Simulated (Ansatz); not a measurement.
## BiN (hypothetical, F-43m): thermal expansion from first principles

Wanted: α(T), C_P(T) and B(T) of BiN (hypothetical) in the quasi-harmonic approximation. The compound is hypothetical: it was made by swapping elements on a known structure type.

Main program and level: Ansatz 0.2.0; DFT PBE, scalar-relativistic, plane waves, PAW.

**1. Starting point**

Symmetry: F-43m, No. 216, cubic system. Conventional cell: a = 5.665 Å, b = 5.665 Å, c = 5.665 Å, α = 90.00°, β = 90.00°, γ = 90.00°. Nearest to Bi lie 4 N at 2.45 Å. N has 4 Bi at 2.45 Å nearest. Farther neighbours and most contacts between anions are not listed.

**2. A first coarse run**

A cheap single point shows whether the cell is a metal or an insulator and how far it is from rest; that sets the k-mesh and the occupations of what follows.

Input file input.yaml:

```yaml
crystal:
  lattice:
    - [0.0, 2.8327, 2.8327]
    - [2.8327, 0.0, 2.8327]
    - [2.8327, 2.8327, 0.0]
  atoms:
    - { symbol: Bi, position: [0.0, 0.0, 0.0] }
    - { symbol: "N", position: [0.25, 0.25, 0.25] }
kpoints:
  mp_grid: { grid: [6, 6, 6] }
hamiltonian:
  xc: pbe
scf:
  occupations: { method: gaussian, width: 0.1 }
output:
  forces: true
  stress: true
  eigenvalues: true
```

Command:

```sh
$ ansatz run input.yaml --threads 4 --pin off --max-ram 8192MiB --backend cpu --events-out ev --progress --plain --runs-dir out
```

Numbers of over 12 decimals in the logs are rounded to 6 here.

Output:

```text
Engine: ansatz 0.2.0, aarch64-unknown-linux-gnu
Pseudopotentials: kind: paw
Pseudopotential: Bi, paw, valence charge 15, recommended cutoff 420 eV (normal), Bi.paw.azcp
Pseudopotential: N, paw, valence charge 5, recommended cutoff 420 eV (normal), N.paw.azcp
Functional definition: PBE
  parameter kappa = 0.804
  parameter beta = 0.066725
  exchange = pbe_x(kappa = kappa, mu = beta*pi^2/3)
  correlation = pbe_c(beta = beta)
Crystal: 2 atoms, lattice volume = 45.460 Å³
Basis set: ecut = 420 eV, 893 PW (Γ), exchange–correlation on 54×54×54 points (8 copies of the dense FFT grid, shifted against one another)
Bands: 14, of which v1, the nominal top of the filled ones, is band 10 counted from 1 (9 counted from 0)
Symmetry: 24 space group operations
Space group: F-43m (ITA 216), of the structure as read, at distance tolerance 3.6e-5 Å
k-points: 16 of 216 (time reversal used)
Non-local potential: Bi, projectors of the file, l = 0: 2, l = 1: 2, l = 2: 2, l = 3: 2
Non-local potential: N, projectors of the file, l = 0: 2, l = 1: 2, l = 2: 1
PAW form: soft (Blöchl's): semilocal exchange-correlation on the pseudo side does not see the compensation charge
PAW one-centre angular grid: Bi, 590 points (default); XC on 64 Gauss nodes
PAW one-centre angular grid: N, 110 points (default); XC on 64 Gauss nodes
Initial density: superposition of atomic densities (neutral atoms: chi_scale 0, normalization atom), corrected by the library's trained network
Initial wavefunctions: pseudopotential atomic-orbital guess
Functional: x = pbe(κ = 0.804, μ = 0.219515), c = pbe(β = 0.066725)
SCF iter   1: F=—  HF=-12778.808030 eV  |F-HF|=—  |Δ(HF+E_count)|=         —  Δρ=4.61e-3  dr2=1.39e-2  ethr=1.77e-3  ⟨swp⟩=5.7  Hψ=1206  notcnv=0
preconditioner: auto → none  [insulator: Δε(μ)=0.287 eV  Ē_g=18.760 eV  σ=0.100 eV  W_gap=0.75  n_scr=14 (ndim 8)  ℏωp=24.6 eV  f_vac=0.023  D(μ)=0.50/eV (n_scr^D=0)  ε∞_Penn≈2.7]
SCF iter   2: F=—  HF=-12778.811708 eV  |F-HF|=—  |Δ(HF+E_count)|=   3.68e-3  Δρ=7.98e-3  dr2=3.95e-2  ethr=6.96e-5  ⟨swp⟩=2.0  Hψ=464  notcnv=0
SCF iter   3: F=—  HF=-12778.805011 eV  |F-HF|=—  |Δ(HF+E_count)|=   6.70e-3  Δρ=6.58e-4  dr2=1.41e-4  ethr=6.96e-5  ⟨swp⟩=2.0  Hψ=297  notcnv=0
SCF iter   4: F=—  HF=-12778.805173 eV  |F-HF|=—  |Δ(HF+E_count)|=   1.61e-4  Δρ=4.13e-4  dr2=1.03e-4  ethr=7.03e-7  ⟨swp⟩=2.0  Hψ=386  notcnv=0
SCF iter   5: F=—  HF=-12778.805143 eV  |F-HF|=—  |Δ(HF+E_count)|=   2.92e-5  Δρ=1.76e-4  dr2=1.97e-5  ethr=5.15e-7  ⟨swp⟩=2.0  Hψ=366  notcnv=0
SCF iter   6: F=—  HF=-12778.805119 eV  |F-HF|=—  |Δ(HF+E_count)|=   2.48e-5  Δρ=1.05e-5  dr2=6.33e-8  ethr=5.00e-10  ⟨swp⟩=4.6  Hψ=1209  notcnv=0
SCF iter   7: F=-12778.805119 eV  HF=-12778.805119 eV  |F-HF|=2.63e-9  |Δ(HF+E_count)|=   5.78e-9  Δρ=2.09e-6  dr2=2.90e-9  ethr=3.16e-10  ⟨swp⟩=3.3  Hψ=918  notcnv=0
SCF 1 converged in 7 iterations: F = -12778.805119 eV  dr2 = 2.90e-9
  greatest PAW one-centre occupation: 0.989 electrons in one spin orbital (limit 2), on the Bi atom at site 0 (counted from 0), in its partial waves of l = 2
SCF converged after 7 iterations
Free energy (F): -12778.805119 eV
Harris-Foulkes:  -12778.805119 eV  (|F-HF|=2.63e-9)
Internal energy: -12778.802580 eV  (E = F + TS)
E sigma→0 (E₀):  -12778.803849 eV
Entropy (-TS):   -0.002538 eV (-1.269 meV/atom)
Fermi energy:    8.726753 eV
--- Per-component energies (eV) ---
  E_band       = -119.129667
  E_kinetic    = 424.700128
  E_local      = -1776.820365  (includes V_loc(G=0)·N_el)
  E_nonlocal   = 608.425348
  E_hartree    = 573.556001
  E_xc         = -210.072998
  E_vxc        = -218.595938  (∫ρ·V_xc dr)
  E_paw        = -10789.062630  (= ΣΔE_a)
  E_vpaw       = -303.950834  (= ΣTr[D̂ρ^β])
  E_aug_tail   = -0.000391  (compensation charges beyond the density's cutoff)
  E_ewald      = -1609.527673
  E_smearing   = -0.002538  (= −TS)
  E_closure    = -0.000000  (closes the sum)
  Σ components = -12778.805119   (vs F -12778.805119, Δ=0.00e0)
--- Forces (eV/Å), atoms counted from 1 ---
  atom   1  Bi    -0.00000000    -0.00000000     0.00000000
  atom   2  N      0.00000000    -0.00000000    -0.00000000
  max |Σ_I F_I| component: 5.92e-16 eV/Å
--- Stress (GPa, compression-positive) ---
       -4.488949       0.000000       0.000000
        0.000000      -4.488949       0.000000
        0.000000       0.000000      -4.488949
  P = ⅓ Tr σ = -4.4889 GPa (-44.889 kbar)
--- Band table (eV; the first three rows and the last of 16) ---
  k-point 0: bands = [... 6 lower, 1.2286, 6.8179, 6.8179, 6.8179, 11.4652, 11.4652, 11.4652, 14.6372]
  k-point 1: bands = [... 6 lower, 0.6816, 6.5937, 6.5937, 6.6461, 10.7909, 11.7356, 11.7356, 16.1852]
  k-point 2: bands = [... 6 lower, -0.5442, 6.0825, 6.2159, 6.2159, 11.0572, 12.0887, 12.0887, 16.2405]
  k-point 15: bands = [... 6 lower, -1.9136, 4.4759, 4.6244, 8.7741, 9.4166, 12.0783, 13.7483, 15.1059]
```

It took 0.39 s on 4 threads of Arm Neoverse V2, shared host; peak memory 0.29 GiB; 1.1 s of CPU time.

This step gave:

```
pressure          : -4.489 GPa
volume per atom   : 22.73 Å³
gap on the k-mesh : 0 eV
```

The start is under -4.5 GPa at this level and looks like a metal on this mesh.

**3. Finding the static equilibrium**

The vibrations must be taken about the equilibrium of this functional, not about the starting cell, so the structure is relaxed.

input.yaml, the sections that differ from step 2:

```yaml
kpoints:
  mp_grid: { grid: [14, 14, 14] }
relax:
  adjacent_minimum: "off"
  f_tol: 0.005
  max_steps: 80
  cell: { stress_tol: 0.05 }
# crystal, hamiltonian, scf, output: as in step 2
```

Output:

```text
[...]
Crystal: 2 atoms, lattice volume = 45.460 Å³
Basis set: ecut = 420 eV, 893 PW (Γ), exchange–correlation on 54×54×54 points (8 copies of the dense FFT grid, shifted against one another)
Bands: 14, of which v1, the nominal top of the filled ones, is band 10 counted from 1 (9 counted from 0)
Symmetry: 24 space group operations
[...]
k-points: 104 of 2744 (time reversal used)
[...]
SCF iter   1: F=—  HF=-12778.799429 eV  |F-HF|=—  |Δ(HF+E_count)|=         —  Δρ=4.14e-3  dr2=1.11e-2  ethr=1.77e-3  ⟨swp⟩=5.7  Hψ=7810  notcnv=0
[...]
SCF iter   9: F=-12778.797008 eV  HF=-12778.797008 eV  |F-HF|=2.01e-9  |Δ(HF+E_count)|=   3.32e-8  Δρ=1.93e-6  dr2=2.33e-9  ethr=5.00e-10  ⟨swp⟩=4.7  Hψ=4766  notcnv=0
SCF 1 converged in 9 iterations: F = -12778.797008 eV  dr2 = 2.33e-9
[...]
relax step   1: F+E_penalty+E_count = -12778.79700792 eV  Δ(F+E_penalty+E_count) = +0.000e0 eV  max|allowed force component| = 1.332e-15 eV/Å  Δτ_max = 0.0000 Å  P = -4.463 GPa  Ω = 45.460 Å³  (9 SCF iters, dr2 threshold 1.00e-7 eV, accepted)
Crystal: 2 atoms, lattice volume = 40.625 Å³
Basis set: ecut = 420 eV, 821 PW (Γ), exchange–correlation on 54×54×54 points (8 copies of the dense FFT grid, shifted against one another)
[...]
iter 1 solved again at ethr=5.49e-4 eV; its pass at ethr=3.10e-3 eV (dr2=1.10e-1 eV) is discarded
[...]
SCF iter   7: F=-12778.808898 eV  HF=-12778.808898 eV  |F-HF|=1.04e-8  |Δ(HF+E_count)|=   1.20e-7  Δρ=6.26e-6  dr2=1.61e-8  ethr=1.00e-9  ⟨swp⟩=6.5  Hψ=7408  notcnv=0
SCF 2 converged in 7 iterations: F = -12778.808898 eV  dr2 = 1.61e-8
relax step   2: F+E_penalty+E_count = -12778.80889776 eV  Δ(F+E_penalty+E_count) = -1.189e-2 eV  max|allowed force component| = 1.258e-15 eV/Å  Δτ_max = 0.0000 Å  P = +5.003 GPa  Ω = 40.625 Å³  energy of the carried Pulay correction = +6.624e-3 eV  (7 SCF iters, dr2 threshold 2.00e-7 eV, accepted)
Crystal: 2 atoms, lattice volume = 43.044 Å³
Basis set: ecut = 420 eV, 869 PW (Γ), exchange–correlation on 54×54×54 points (8 copies of the dense FFT grid, shifted against one another)
[...]
SCF iter   6: F=-12778.838320 eV  HF=-12778.838319 eV  |F-HF|=3.49e-7  |Δ(HF+E_count)|=   5.93e-6  Δρ=1.60e-5  dr2=1.44e-7  ethr=1.00e-9  ⟨swp⟩=5.1  Hψ=8223  notcnv=0
SCF 3 converged in 6 iterations: F = -12778.838320 eV  dr2 = 1.44e-7
relax step   3: F+E_penalty+E_count = -12778.83831979 eV  Δ(F+E_penalty+E_count) = -2.942e-2 eV  max|allowed force component| = 1.480e-15 eV/Å  Δτ_max = 0.0000 Å  P = -0.399 GPa  Ω = 43.044 Å³  energy of the carried Pulay correction = +3.219e-3 eV  (6 SCF iters, dr2 threshold 2.00e-7 eV, accepted)
[...]
relax step   4: F+E_penalty+E_count = -12778.83883268 eV  Δ(F+E_penalty+E_count) = -5.129e-4 eV  max|allowed force component| = 9.622e-16 eV/Å  Δτ_max = 0.0000 Å  P = -0.031 GPa  Ω = 42.856 Å³  energy of the carried Pulay correction = +3.477e-3 eV  (5 SCF iters, dr2 threshold 2.00e-7 eV, accepted)
[...]
relax step   5: F+E_penalty+E_count = -12778.83610244 eV  Δ(F+E_penalty+E_count) = +2.730e-3 eV  max|allowed force component| = 1.258e-15 eV/Å  Δτ_max = 0.0000 Å  P = -0.118 GPa  Ω = 42.856 Å³  stress off target by 1.18e-1 GPa  SCF on the basis re-selected at this cell (its energy is not comparable with the rows above)  (7 SCF iters)
[...]
relax step   6: F+E_penalty+E_count = -12778.83620594 eV  Δ(F+E_penalty+E_count) = -1.035e-4 eV  max|allowed force component| = 1.258e-15 eV/Å  Δτ_max = 0.0000 Å  P = -0.003 GPa  Ω = 42.797 Å³  energy of the carried Pulay correction = +8.131e-5 eV  (4 SCF iters, dr2 threshold 3.51e-8 eV, accepted)
[...]
SCF iter   1: F=—  HF=-12778.836098 eV  |F-HF|=—  |Δ(HF+E_count)|=         —  Δρ=7.90e-6  dr2=2.16e-8  ethr=8.67e-7  ⟨swp⟩=3.2  Hψ=11221  notcnv=0
eigensolver tolerance schedule: the retry pair's looser diagonalisation over-reported the residual by 8026.29 of it (diagonalisation noise at an unbounded share of the residual, at the tolerance the schedule requests for it); recorded, not acted on — ethr = c·dr2/N_el stays at c = 1.0e-1
[...]
SCF iter   2: F=—  HF=-12778.836104 eV  |F-HF|=—  |Δ(HF+E_count)|=   6.55e-6  Δρ=5.68e-6  dr2=1.87e-8  ethr=1.08e-10  ⟨swp⟩=3.0  Hψ=3364  notcnv=0
[...]
SCF iter   6: F=-12778.836104 eV  HF=-12778.836104 eV  |F-HF|=5.46e-12  |Δ(HF+E_count)|=  4.18e-11  Δρ=1.40e-7  dr2=6.60e-12  ethr=1.00e-12  ⟨swp⟩=5.3  Hψ=7919  notcnv=0
SCF 7 converged in 6 iterations: F = -12778.836104 eV  dr2 = 6.60e-12
relax step   7: F+E_penalty+E_count = -12778.83610427 eV  Δ(F+E_penalty+E_count) = +1.017e-4 eV  max|allowed force component| = 1.406e-15 eV/Å  Δτ_max = 0.0000 Å  P = -0.005 GPa  Ω = 42.797 Å³  stress off target by 4.65e-3 GPa  SCF on the basis re-selected at this cell (its energy is not comparable with the rows above)  (6 SCF iters)
[...]
SCF converged after 6 iterations
Free energy (F): -12778.836104 eV
[...]
Internal energy: -12778.832948 eV  (E = F + TS)
E sigma→0 (E₀):  -12778.834526 eV
Entropy (-TS):   -0.003156 eV (-1.578 meV/atom)
Fermi energy:    9.567305 eV
[...]
--- Stress (GPa, compression-positive) ---
       -0.004649      -0.000000      -0.000000
       -0.000000      -0.004649       0.000000
       -0.000000       0.000000      -0.004649
  P = ⅓ Tr σ = -0.0046 GPa (-0.046 kbar)
--- Band table (eV; the first three rows and the last of 104) ---
  k-point 0: bands = [... 6 lower, 2.3339, 7.5283, 7.5283, 7.5283, 12.5056, 12.5056, 12.5056, 15.7675]
  k-point 1: bands = [... 6 lower, 2.2112, 7.4787, 7.4787, 7.5142, 12.2370, 12.5678, 12.5678, 16.2507]
  k-point 2: bands = [... 6 lower, 1.8624, 7.3469, 7.3469, 7.4405, 11.8404, 12.7269, 12.7269, 17.1370]
  k-point 103: bands = [... 6 lower, -1.1658, 4.9160, 5.1028, 9.8257, 11.0529, 12.3180, 14.8632, 16.3100]
--- Relaxed structure (5 steps of the walk, 5 accepted, 2 SCFs on fresh bases) ---
  F+E_penalty+E_count = -12778.83610427 eV   max|allowed force component| = 1.406e-15 eV/Å   (the final SCF, on the basis selected at the relaxed cell)
  cell:  # Å, volume = 42.7974 Å³
    - [0, 2.776274, 2.776274]
    - [2.776274, 0, 2.776274]
    - [2.776274, 2.776274, 0]
  atoms:
    - { symbol: Bi, position: [0, 0, 0] }
    - { symbol: N, position: [0.25, 0.25, 0.25] }
```

It took 11 s on 4 threads; peak memory 0.41 GiB.

Relaxation path:

| step | energy less that of the first step (eV) | largest force component (eV/Å) | pressure (GPa) | volume (Å³) |
| --- | --- | --- | --- | --- |
| 1 | 0.0000 | 0.0000 | -4.46 | 45.46 |
| 2 | -0.0119 | 0.0000 | 5.00 | 40.62 |
| 3 | -0.0413 | 0.0000 | -0.40 | 43.04 |
| 4 | -0.0418 | 0.0000 | -0.03 | 42.86 |
| 5* | -0.0391 | 0.0000 | -0.12 | 42.86 |
| 6 | -0.0392 | 0.0000 | 0.00 | 42.80 |
| 7* | -0.0391 | 0.0000 | 0.00 | 42.80 |

Relaxation steps marked * repeat the geometry before them on a plane-wave basis chosen anew for their cell, so energy and pressure can jump there.

Forces are held to the 24 operations that the run works with; a distortion that breaks them can't arise in this run.

| conventional cell, symmetrised | before | after | change |
| --- | --- | --- | --- |
| a (Å) | 5.665 | 5.553 | -2.0 % |
| b (Å) | 5.665 | 5.553 | -2.0 % |
| c (Å) | 5.665 | 5.553 | -2.0 % |
| volume (Å³/atom) | 22.73 | 21.40 | -5.9 % |

The relaxed structure:

```cif
data_structure
_symmetry_space_group_name_H-M 'P 1'
_symmetry_Int_Tables_number 1
_cell_length_a 3.9262
_cell_length_b 3.9262
_cell_length_c 3.9262
_cell_angle_alpha 60.000
_cell_angle_beta 60.000
_cell_angle_gamma 60.000
_cell_volume 42.80
loop_
_atom_site_label
_atom_site_type_symbol
_atom_site_fract_x
_atom_site_fract_y
_atom_site_fract_z
_atom_site_occupancy
Bi1 Bi 0.00000 0.00000 0.00000 1
N2 N 0.25000 0.25000 0.25000 1
```

Numbers from this step:

```
pressure        : -0.004649 GPa
volume per atom : 21.40 Å³
```

The relaxation ends with a pressure of 0.00 GPa.

**4. Tight relaxation**

The thresholds are tightened for a last relaxation ahead of the phonons, and where mesh or smearing change with them the cell follows.

Input file input.yaml:

```yaml
crystal:
  lattice:
    - [0.0, 2.7762739341, 2.7762739341]
    - [2.7762739341, 0.0, 2.7762739341]
    - [2.7762739341, 2.7762739341, 0.0]
  atoms:
    - { symbol: Bi, position: [0.0, 0.0, 0.0] }
    - { symbol: "N", position: [0.25, 0.25, 0.25] }
kpoints:
  mp_grid: { grid: [16, 16, 16] }
hamiltonian:
  xc: pbe
scf:
  occupations: { method: methfessel_paxton, width: 0.15 }
output:
  forces: true
  stress: true
  eigenvalues: true
relax:
  adjacent_minimum: "off"
  f_tol: 0.001
  max_steps: 60
  cell: { stress_tol: 0.01 }
```

Output:

```text
[...]
Crystal: 2 atoms, lattice volume = 42.797 Å³
Basis set: ecut = 420 eV, 869 PW (Γ), exchange–correlation on 54×54×54 points (8 copies of the dense FFT grid, shifted against one another)
Bands: 14, of which v1, the nominal top of the filled ones, is band 10 counted from 1 (9 counted from 0)
Symmetry: 24 space group operations
[...]
k-points: 145 of 4096 (time reversal used)
[...]
k-point 144: bands = [... 6 lower, -1.1635, 4.8916, 5.0842, 9.8561, 11.5534, 11.8043, 14.8610, 16.3744]
--- Relaxed structure (1 steps of the walk, 1 accepted, 1 SCFs on fresh bases) ---
[...]
cell:  # Å, volume = 42.7974 Å³
    - [0.0, 2.7762739341, 2.7762739341]
    - [2.7762739341, 0.0, 2.7762739341]
    - [2.7762739341, 2.7762739341, 0.0]
  atoms:
    - { symbol: Bi, position: [0.0, 0.0, 0.0] }
    - { symbol: N, position: [0.25, 0.25, 0.25] }
[key lines of the parts left out:]
SCF converged after 8 iterations
Free energy (F): -12778.832756 eV
Fermi energy:    9.552592 eV
P = ⅓ Tr σ = 0.0079 GPa (0.079 kbar)
```

Wall time 4.7 s (4 threads); peak memory 0.43 GiB.

Little changed from the start: no atom moved by 0.005 Å and no cell edge by 0.1 %.

This step gave:

```yaml
pressure: 0.007929 GPa
```

The residual pressure is 0.0079 GPa, small enough for phonons.

**5. An input with a fault**

This input was changed on purpose, to see how the program answers.

input.yaml, the sections that differ from step 4:

```yaml
scf:
  occupations: { method: methfessel_paxton, width: 0.15 }
  max_iter: 60
output:
  eigenvalues: true
phonons:
  method: dfpt
  qmesh: [4, 4, 4]
  amplitude: 0.01
  thermal_expansion: {}
# crystal, kpoints, hamiltonian: as in step 4
# relax: removed
```

Output:

```text
Error: invalid value for `phonons.amplitude`: set with method: dfpt — a finite-displacement knob (the displacement step); dfpt computes the analytic response in the run's own cell, with no displaced geometries; remove amplitude or use method: fd, without the keys that are dfpt's alone (method's entry in the input reference names them)
```

Run time: 0.02 s. Hardware: 4 threads; peak memory 0.031 GiB; 0.02 s of CPU time.

The program refused the input before any cycle.

The program's message: “Error: invalid value for `phonons.amplitude`: set with method: dfpt — a finite-displacement knob (the displacement step); dfpt computes the analytic response in the run's own cell, with no displaced g …”

The fault put into the input: a displacement amplitude under linear response.

(Continued in part 2 of 3.)

[Logs are printed without paths, hosts, clocks, repeated set-up lines and the standing remarks that a program may print on its own settings, such as how far it seeks lower states.]

[Hosts, paths, dates, database ids (printed as entryN), source tags and the programs' standing remarks are cut or masked in the printed files.]

[A step with changed settings may run another functional than the one named; its input shows which.]

[Pressures of single members of a volume series are the stress at the run's cutoff; with an incomplete basis they can lie off −dE/dV of the same runs, and they are not shown converged.]
